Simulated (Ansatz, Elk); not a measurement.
**LiNiSnS4: X-ray structure factors from the self-consistent density**

The structure of LiNiSnS4 used here is made up (a known structure type with other elements) and was relaxed beforehand with PBE. The aim is the Fourier transform of its all-electron density, F(hkl), set beside the sum over free spherical atoms that refinements use.

Main program and level: Elk 11.2.3 (patched build); DFT, PBE, all-electron APW+lo, Dirac cores, scalar-relativistic bands, static density, ferromagnetic start.

The structure was built from a prototype and need not be the compound's stable phase.

## Step 1: The structure

Symmetry: P2/m, No. 10, monoclinic system. Conventional cell: a = 6.155 Å, b = 3.598 Å, c = 6.510 Å, α = 90.00°, β = 105.70°, γ = 90.00°. Sn has 6 S at 2.54 to 2.60 Å nearest. Nearest to Ni lie 6 S at 2.31 to 2.38 Å. S has 2 Ni at 2.38 Å and 1 Sn at 2.54 Å and 1 Li at 2.56 Å nearest. Nearest to S lie 1 Ni at 2.31 Å and 2 Sn at 2.60 Å and 2 Li at 2.67 Å. Nearest to Li lie 6 S at 2.56 to 2.67 Å. Farther neighbours and most contacts between anions are not listed.

## Step 2: Ground state and structure factors

An all-electron density is needed, since X-rays see the cores too. Task 0 finds the density and task 195 Fourier-transforms it; tshift is off so that phases refer to the origin typed.

Contents of elk.in:

```
tasks
  0
  195
  196

xctype
  20

spinpol
  .true.

rgkmax
  7.0

gmaxvr
  14.0

lmaxo
  7

lmaxapw
  8

swidth
  0.002

tshift
  .false.

ramdisk
  .false.

hmaxvr
  5.5

maxscl
  120

epspot
  1e-06

reducebf
  0.8

sppath
  './'

avec
  12.29668162447 0.00000000000 0.37448920972
  0.00000000000 6.79992494656 0.00000000000
  -3.48717414817 0.00000000000 11.09695357329

atoms
  4
  'Sn.in'
  1
  0.5000000000 0.0000000000 0.5000000000   0.000000 0.000000 0.000000
  'Ni.in'
  1
  0.5000000000 0.5000000000 0.0000000000   0.000000 0.000000 -0.025000
  'S.in'
  4
  0.7052027648 0.0000000000 0.2027154806   0.000000 0.000000 0.000000
  0.7243344414 0.5000000000 0.7666831130   0.000000 0.000000 0.000000
  0.2756655586 0.5000000000 0.2333168870   0.000000 0.000000 0.000000
  0.2947972352 0.0000000000 0.7972845194   0.000000 0.000000 0.000000
  'Li.in'
  1
  -0.0000000000 0.0000000000 0.0000000000   0.000000 0.000000 0.000000

ngridk
  3 5 4
```

The run is started by

```bash
$ OMP_NUM_THREADS=4 elk
```

Numbers of over 12 decimals in the logs are rounded to 6 here.

The program printed:

```text
┌─────────────────────────┐
│ Elk code version 11.2.3 │
└─────────────────────────┘

All units are atomic (Hartree, Bohr, etc.)

┌─────────────────────────────────────────────────┐
│ Ground-state run starting from atomic densities │
└─────────────────────────────────────────────────┘

Lattice vectors :
   12.29668162       0.000000000      0.3744892097
   0.000000000       6.799924947       0.000000000
  -3.487174148       0.000000000       11.09695357

Reciprocal lattice vectors :
  0.5061222319      -0.000000000      0.1590469268
   0.000000000      0.9240080378      -0.000000000
 -0.1708012144E-01   0.000000000      0.5608407666

Unit cell volume      :    936.7686370
Brillouin zone volume :   0.2647934652

Muffin-tin inner radius fraction :   0.1000000000E-01

Nuclei treated as point charges

Species : 1 (Sn)
 parameters loaded from : Sn.in
 name : tin
 nuclear charge    :   -50.00000000
 electronic charge :    50.00000000
 atomic mass :    216395.0922
 muffin-tin radius :    2.600000000
 number of radial points in muffin-tin :   1193
 inner part over the whole radius :   0.9914297220E-02
 number on inner part of muffin-tin    :    850
 approximate nuclear radius :   0.8828114845E-04
 number of mesh points to nuclear radius :    428
 atomic positions (lattice), magnetic fields (Cartesian) :
  1 :   0.50000000  0.00000000  0.50000000    0.00000000  0.00000000  0.00000000

Species : 2 (Ni)
 parameters loaded from : Ni.in
 name : nickel
 nuclear charge    :   -28.00000000
 electronic charge :    28.00000000
 atomic mass :    106991.5231
 muffin-tin radius :    2.250275678
 number of radial points in muffin-tin :    993
 inner part over the whole radius :   0.9976535404E-02
 number on inner part of muffin-tin    :    700
 approximate nuclear radius :   0.7325707712E-04
 number of mesh points to nuclear radius :    336
 atomic positions (lattice), magnetic fields (Cartesian) :
  1 :   0.50000000  0.50000000  0.00000000    0.00000000  0.00000000 -0.02500000

Species : 3 (S)
 parameters loaded from : S.in
 name : sulphur
 nuclear charge    :   -16.00000000
 electronic charge :    16.00000000
 atomic mass :    58450.91931
 muffin-tin radius :    2.062752705
 number of radial points in muffin-tin :    793
 inner part over the whole radius :   0.9892588660E-02
 number on inner part of muffin-tin    :    553
 approximate nuclear radius :   0.6195814986E-04
 number of mesh points to nuclear radius :    252
 atomic positions (lattice), magnetic fields (Cartesian) :
  1 :  -0.29479724  0.00000000  0.20271548    0.00000000  0.00000000  0.00000000
  2 :  -0.27566556  0.50000000 -0.23331689    0.00000000  0.00000000  0.00000000
  3 :   0.27566556  0.50000000  0.23331689    0.00000000  0.00000000  0.00000000
  4 :   0.29479724  0.00000000 -0.20271548    0.00000000  0.00000000  0.00000000

Species : 4 (Li)
 parameters loaded from : Li.in
 name : lithium
 nuclear charge    :   -3.000000000
 electronic charge :    3.000000000
 atomic mass :    12652.66898
 muffin-tin radius :    1.800000000
 number of radial points in muffin-tin :    593
 inner part over the whole radius :   0.9806707936E-02
 number on inner part of muffin-tin    :    401
 approximate nuclear radius :   0.4000070961E-04
 number of mesh points to nuclear radius :    148
 atomic positions (lattice), magnetic fields (Cartesian) :
  1 :   0.00000000  0.00000000  0.00000000    0.00000000  0.00000000  0.00000000

Total number of atoms per unit cell :    7
Total muffin-tin volume :    292.8401677
 ratio of muffin-tin to unit cell volume :   0.3126067165

Spin treatment :
 spin-polarised
 global magnetic field (Cartesian) :    0.000000000       0.000000000       0.000000000
 collinear magnetisation in z-direction

Number of Bravais lattice symmetries :    4
Number of crystal symmetries         :    4
Crystal has inversion symmetry
Real symmetric eigensolver will be used

k-point grid :      3     5     4
k-point offset :    0.000000000       0.000000000       0.000000000
[...]
core electron kinetic       :      9205.1892934366
 Coulomb                     :     -18632.154194039
 Coulomb potential           :     -14736.406499199
 nuclear-nuclear             :     -842.52788806015
 electron-nuclear            :     -20860.640373244
 Hartree                     :      3071.0140672648
 Madelung                    :     -11263.950944440
 xc potential                :     -433.45221965637
 xc effective B-field        :    -0.73895961857540E-02
 external B-field            :      0.000000
 exchange                    :     -326.78210174042
 correlation                 :     -6.651960
 electron entropic           :    -0.10001040687189E-02
 total energy                :     -9304.3501486335
 (external B-field energy excluded from total)

Density of states at Fermi energy :    69.91817648
 (states/Hartree/unit cell)

Estimated indirect band gap :   0.2535457349E-02
 from k-point 11 to k-point 16
Estimated direct band gap   :   0.3914239175E-02
 at k-point 21

Charges :
 core                        :    82.00000000
 valence                     :    63.00000000
 interstitial                :    11.51547420
 muffin-tins (core leakage)
  species : 1 (Sn)
[...]
species : 2 (Ni)
[...]
species : 3 (S)
[...]
species : 4 (Li)
   atom 1                    :    2.106505041     (   0.000000000    )
 total in muffin-tins        :    133.4845258
 total calculated charge     :    144.9974066
 total charge                :    145.0000000
 error                       :   0.2593367262E-02

Moments :
 interstitial                :   0.1193725172
 muffin-tins
  species : 1 (Sn)
[...]
species : 2 (Ni)
[...]
species : 3 (S)
[...]
species : 4 (Li)
[...]
total in muffin-tins        :   0.5866102212
 total moment                :   0.7059827384

RMS change in Kohn-Sham potential (target) :   0.4391032736E-06 (  0.1000000000E-05)
Absolute change in total energy (target)   :   0.3838530756E-04 (  0.1000000000E-03)

Convergence targets achieved

┌──────────────────┐
│ Loop number : 27 │
└──────────────────┘

Energies :
 Fermi                       :     0.174454
 sum of occupied eigenvalues :     -5508.6270000454
 electron kinetic            :      9661.2391148614
 core electron kinetic       :      9205.1892938007
 Coulomb                     :     -18632.154201401
 Coulomb potential           :     -14736.406487185
 nuclear-nuclear             :     -842.52788806015
 electron-nuclear            :     -20860.640400132
 Hartree                     :      3071.0140867910
 Madelung                    :     -11263.950957809
 xc potential                :     -433.45223864703
 xc effective B-field        :    -0.73890788440431E-02
 external B-field            :      0.000000
 exchange                    :     -326.78210219795
 correlation                 :     -6.651960
 electron entropic           :    -0.10001162830490E-02
 total energy                :     -9304.3501486160
 (external B-field energy excluded from total)

Density of states at Fermi energy :    69.91870648
 (states/Hartree/unit cell)

Estimated indirect band gap :   0.2536250459E-02
 from k-point 11 to k-point 16
Estimated direct band gap   :   0.3914061030E-02
 at k-point 21

Charges :
 core                        :    82.00000000
 valence                     :    63.00000000
 interstitial                :    11.51547382
 muffin-tins (core leakage)
  species : 1 (Sn)
[...]
species : 2 (Ni)
[...]
species : 3 (S)
[...]
atom 2                    :    14.10303370     (  0.1748837307E-03)
   atom 3                    :    14.10303370     (  0.1748837307E-03)
   atom 4                    :    14.06199220     (  0.1738334215E-03)
  species : 4 (Li)
   atom 1                    :    2.106505063     (   0.000000000    )
 total in muffin-tins        :    133.4845262
 total calculated charge     :    144.9974066
 total charge                :    145.0000000
 error                       :   0.2593367334E-02

Moments :
 interstitial                :   0.1193705238
 muffin-tins
  species : 1 (Sn)
[...]
species : 2 (Ni)
[...]
species : 3 (S)
[...]
atom 3                    :   0.8206424107E-02
   atom 4                    :   0.7027597040E-01
  species : 4 (Li)
   atom 1                    :   0.1359908171E-02
 total in muffin-tins        :   0.5865912628
 total moment                :   0.7059617866

┌──────────────────────────────┐
│ Self-consistent loop stopped │
└──────────────────────────────┘

Warning : core states of species 2 leak from the muffin-tin :   0.6015411158E-03

Warning : core states of species 3 leak from the muffin-tin :   0.1748837307E-03

Wrote STATE.OUT
```

The job ended after 7.7 min (4 threads of Arm Neoverse V1, shared host; peak memory 0.58 GiB; 26 min of CPU time).

SFACRHO.OUT:

```text

h k l indices transformed by vhmat matrix:
   1.000000000       0.000000000       0.000000000    
   0.000000000       1.000000000       0.000000000    
   0.000000000       0.000000000       1.000000000    

      h      k      l  multipl.   |H|            Re(F)            Im(F)           |F|

      0      0      0      1   0.0000000       145.00000     -0.38142252E-16   145.00000    
     -1      0      0      2  0.53052393      -84.649832     -0.17898260E-13   84.649832    
      0      0     -1      2  0.56110079      -6.5451123     -0.26006070E-13   6.5451123    
      1      0     -1      2  0.65968098       21.639437      0.20452768E-13   21.639437    
      1      0      1      2  0.87028758       17.312448     -0.44673361E-13   17.312448    
      0      1      0      2  0.92400804       21.417884      0.57139962E-14   21.417884    
      2      0     -1      2   1.0575610      -20.879209      0.65278473E-14   20.879209    
      2      0      0      2   1.0610479       23.841427     -0.41407620E-13   23.841427    
      1     -1      0      4   1.0654795      -19.910968      0.49249946E-14   19.910968    
      0     -1     -1      4   1.0810296      -59.625574     -0.29221237E-13   59.625574    
      1      0     -2      2   1.1038888      -62.564331     -0.35739098E-13   62.564331    
      0      0      2      2   1.1222016       23.376588     -0.52818104E-13   23.376588    
      1     -1     -1      4   1.1353281       19.673813     -0.54916637E-14   19.673813    
      1     -1      1      4   1.2693271       107.20153     -0.51957467E-13   107.20153    
      2      0     -2      2   1.3193620       106.23968      0.69295520E-14   106.23968    
      2      0      1      2   1.3277342      -28.467959      0.69090998E-13   28.467959    
      1      0      2      2   1.3649225      -44.187589      0.83697454E-13   44.187589    
      2      1     -1      4   1.4043596      -44.829381      0.92615999E-13   44.829381
```

Elk indexes on the primitive cell of elk.in and gives |H| = 4π sin θ/λ in inverse bohr. Below, one row stands for each form hkl of the conventional cell (m members, Friedel mates merged), F is for one primitive cell and the density is static (no thermal factor). Free-atom factors are Waasmaier and Kirfel's, and R is Σm||F|−|F'||/Σm|F|.

```tsv
hkl	m	sin θ/λ (Å⁻¹)	abs F, DFT	neutral atoms	diff.
001	2	0.080	84.650	84.563	+0.087
100	2	0.084	6.545	6.912	-0.366
1 0 -1	2	0.099	21.639	21.794	-0.155
101	2	0.131	17.312	17.554	-0.242
010	2	0.139	21.418	21.567	-0.149
1 0 -2	2	0.159	20.879	20.989	-0.110
002	2	0.160	23.841	24.129	-0.288
011	4	0.160	19.911	20.107	-0.196
110	4	0.163	59.626	59.604	+0.021
2 0 -1	2	0.166	62.564	62.543	+0.021
200	2	0.169	23.377	23.909	-0.532
1 1 -1	4	0.171	19.674	20.153	-0.479
111	4	0.191	107.201	106.781	+0.420
2 0 -2	2	0.198	106.240	105.863	+0.377
```

## Step 3: The highest occupied states alone

An energy window below the Fermi level keeps the highest occupied states, to see at which angles they scatter; shallow core shells can lie inside it and anion s states outside. No new self-consistency is needed.

Changes to elk.in since step 2:

```diff
@@ -1,5 +1,3 @@
 tasks
-  0
   195
-  196
 
@@ -44,2 +42,5 @@
 
+wsfac
+  -0.193040 0.474450
+
 sppath
```

The run is started by

```bash
$ OMP_NUM_THREADS=4 elk
```

The program printed:

```text
┌─────────────────────────────────┐
│ Elk code version 11.2.3 started │
└─────────────────────────────────┘

Info(readinput): the functional depends on the density's gradient
 muffin-tin radial points multiplied by    2.00000
 (not where nrmtscf is given)

┌────────────────────┐
│ Current task : 195 │
└────────────────────┘
Info(checkmt): changed muffin-tin radius of species 2 (Ni) from   2.4000 to   2.2503
Info(checkmt): changed muffin-tin radius of species 3 (S) from   2.2000 to   2.0628

Info(sfacrho): density structure factors written to SFACRHO.OUT

 Energy window :  -0.1930400000      0.4744500000

┌──────────────────┐
│ Elk code stopped │
└──────────────────┘
```

It took 24 s on 4 threads; peak memory 0.33 GiB.

States within 10 eV below the Fermi level hold 31.00 electrons; any levels below the window count with the cores. Their amplitudes can exceed the total, where window and core parts have opposite phase:

```tsv
hkl	sin θ/λ (Å⁻¹)	abs F, window	abs F, all
001	0.080	12.994	84.650
100	0.084	9.702	6.545
1 0 -1	0.099	6.378	21.639
101	0.131	7.027	17.312
010	0.139	6.277	21.418
1 0 -2	0.159	5.579	20.879
002	0.160	0.559	23.841
011	0.160	5.807	19.911
110	0.163	6.625	59.626
2 0 -1	0.166	7.062	62.564
```

## Step 4: Another functional

The difference from free atoms is small, so it is set against the change that PBEsol makes.

Changes to elk.in since step 3:

```diff
@@ -1,6 +1,8 @@
 tasks
+  0
   195
+  196
 
 xctype
-  20
+  22
 
@@ -42,5 +44,2 @@
 
-wsfac
-  -0.193040 0.474450
-
 sppath
```

The run is started by

```bash
$ OMP_NUM_THREADS=4 elk
```

The program printed:

```text
┌─────────────────────────┐
│ Elk code version 11.2.3 │
└─────────────────────────┘

All units are atomic (Hartree, Bohr, etc.)

┌─────────────────────────────────────────────────┐
│ Ground-state run starting from atomic densities │
└─────────────────────────────────────────────────┘

Lattice vectors :
   12.29668162       0.000000000      0.3744892097
   0.000000000       6.799924947       0.000000000
  -3.487174148       0.000000000       11.09695357

Reciprocal lattice vectors :
  0.5061222319      -0.000000000      0.1590469268
[...]
muffin-tins
  species : 1 (Sn)
[...]
species : 2 (Ni)
[...]
species : 3 (S)
[...]
atom 4                    :   0.6063835783E-01
  species : 4 (Li)
   atom 1                    :   0.1306505374E-02
 total in muffin-tins        :   0.4778672260
 total moment                :   0.5850798974

┌──────────────────────────────┐
│ Self-consistent loop stopped │
└──────────────────────────────┘

Warning : core states of species 2 leak from the muffin-tin :   0.6147220569E-03

Warning : core states of species 3 leak from the muffin-tin :   0.1761263910E-03

Wrote STATE.OUT
[key lines of the parts left out:]
total energy                :     -9297.7624001478
```

It took 6.9 min on 4 threads; peak memory 0.58 GiB; 23 min of CPU time.

Against the first run R = 0.04 %; the largest change is -0.077 at 2 0 -2. The moment goes from 0.71 to 0.59 μB.

## Step 5: Basis size

The basis and the expansions that go with it are enlarged, to see whether the differences are converged.

Changes to elk.in since step 4:

```diff
@@ -6,3 +6,3 @@
 xctype
-  22
+  20
 
@@ -12,12 +12,12 @@
 rgkmax
-  7.0
+  8.5
 
 gmaxvr
-  14.0
+  18.0
 
 lmaxo
-  7
+  9
 
 lmaxapw
-  8
+  10
```

The run is started by

```bash
$ OMP_NUM_THREADS=4 elk
```

The program printed:

```text
┌─────────────────────────┐
│ Elk code version 11.2.3 │
└─────────────────────────┘

All units are atomic (Hartree, Bohr, etc.)

┌─────────────────────────────────────────────────┐
│ Ground-state run starting from atomic densities │
└─────────────────────────────────────────────────┘

Lattice vectors :
   12.29668162       0.000000000      0.3744892097
   0.000000000       6.799924947       0.000000000
  -3.487174148       0.000000000       11.09695357

Reciprocal lattice vectors :
  0.5061222319      -0.000000000      0.1590469268
[...]
Moments :
 interstitial                :   0.1187153057
 muffin-tins
  species : 1 (Sn)
[...]
species : 2 (Ni)
[...]
species : 3 (S)
[...]
atom 4                    :   0.7030610999E-01
  species : 4 (Li)
   atom 1                    :   0.1360407505E-02
 total in muffin-tins        :   0.5855103753
 total moment                :   0.7042256810

RMS change in Kohn-Sham potential (target) :   0.6143115226E-05 (  0.1000000000E-05)
Absolute change in total energy (target)   :   0.4156467003E-04 (  0.1000000000E-03)

┌──────────────────┐
│ Loop number : 23 │
└──────────────────┘
[key lines of the parts left out:]
total energy                :     -9304.3584117913
```

It took 12 min on 4 threads; peak memory 1 GiB.

The run was cut off at its time limit.

## Step 6: With a Hubbard U

A Hubbard U is put on the d shell, to see how far it moves the factors.

Changes to elk.in since step 5:

```diff
@@ -12,12 +12,12 @@
 rgkmax
-  8.5
+  7.0
 
 gmaxvr
-  18.0
+  14.0
 
 lmaxo
-  9
+  7
 
 lmaxapw
-  10
+  8
 
@@ -72 +72,5 @@
   3 5 4
+
+dft+u
+  1 1
+  2 2 0.220496 0.000000
```

The run is started by

```bash
$ OMP_NUM_THREADS=4 elk
```

The program printed:

```text
┌─────────────────────────┐
│ Elk code version 11.2.3 │
└─────────────────────────┘

All units are atomic (Hartree, Bohr, etc.)

┌─────────────────────────────────────────────────┐
│ Ground-state run starting from atomic densities │
└─────────────────────────────────────────────────┘

Lattice vectors :
   12.29668162       0.000000000      0.3744892097
   0.000000000       6.799924947       0.000000000
  -3.487174148       0.000000000       11.09695357

Reciprocal lattice vectors :
  0.5061222319      -0.000000000      0.1590469268
[...]
Moments :
 interstitial                :  -0.4490122849E-01
 muffin-tins
  species : 1 (Sn)
[...]
species : 2 (Ni)
[...]
species : 3 (S)
[...]
atom 4                    :  -0.7912381636E-01
  species : 4 (Li)
   atom 1                    :   0.1051694234E-02
 total in muffin-tins        :    1.043292629
 total moment                :   0.9983914002

RMS change in Kohn-Sham potential (target) :   0.9024353261E-03 (  0.1000000000E-05)
Absolute change in total energy (target)   :   0.1137546581E-01 (  0.1000000000E-03)

┌──────────────────┐
│ Loop number : 23 │
└──────────────────┘
[key lines of the parts left out:]
total energy                :     -9304.2051995782
```

Wall time 7.3 min (4 threads); peak memory 0.58 GiB.

The run was cut off at its time limit.

## Step 7: Settings against the effect

```tsv
run	R against the first run (%)	R against neutral atoms, low angle (%)	wall time
PBE, rgkmax 7	0.00	0.47	7.7 min
PBEsol	0.04	0.47	6.9 min
```

## Step 8: Outcome

| Property | Result |
| --- | --- |
| R against neutral atoms, sin θ/λ < 0.3 Å⁻¹ | 0.47 % |
| R against neutral atoms, 0.3 to 0.47 Å⁻¹ | 0.30 % |

**Reading.** Independent neutral atoms miss the calculated amplitudes by R = 0.47 % below 0.3 Å⁻¹ and 0.30 % from there to 0.47 Å⁻¹; by shells, 0.66 % below 0.15 Å⁻¹ (5 forms), 0.46 % 0.15 to 0.3 (39 forms), 0.31 % 0.3 to 0.45 (90 forms), 0.23 % above 0.45 (15 forms). Bonding, aspherical density and the tables' own atoms all enter these figures, and the runs don't part them. The largest change of an amplitude is -0.53 electrons, at 200. The run keeps a weak moment of 0.71 μB a cell, which depends on mesh and smearing in metals and isn't analysed. The window's part falls from 31.0 electrons at the origin to at most 2.22 between 0.45 and 0.47 Å⁻¹, where compact states inside the window still scatter. Below 0.3 Å⁻¹ the changes that finished (PBEsol) move F by R = 0.04 % at most, against the 0.47 % that separates it from free atoms. The basis has no finished test. The k-mesh has no finished test. Part of the difference isn't bonding: the tables are fits to free atoms and ions calculated by other methods than this functional. Thermal motion, anomalous dispersion and extinction are left out.

[Logs are printed without paths, hosts, clocks, repeated set-up lines and the standing remarks that a program may print on its own settings, such as how far it seeks lower states.]

[Hosts, paths, dates, database ids (printed as entryN), source tags and the programs' standing remarks are cut or masked in the printed files.]
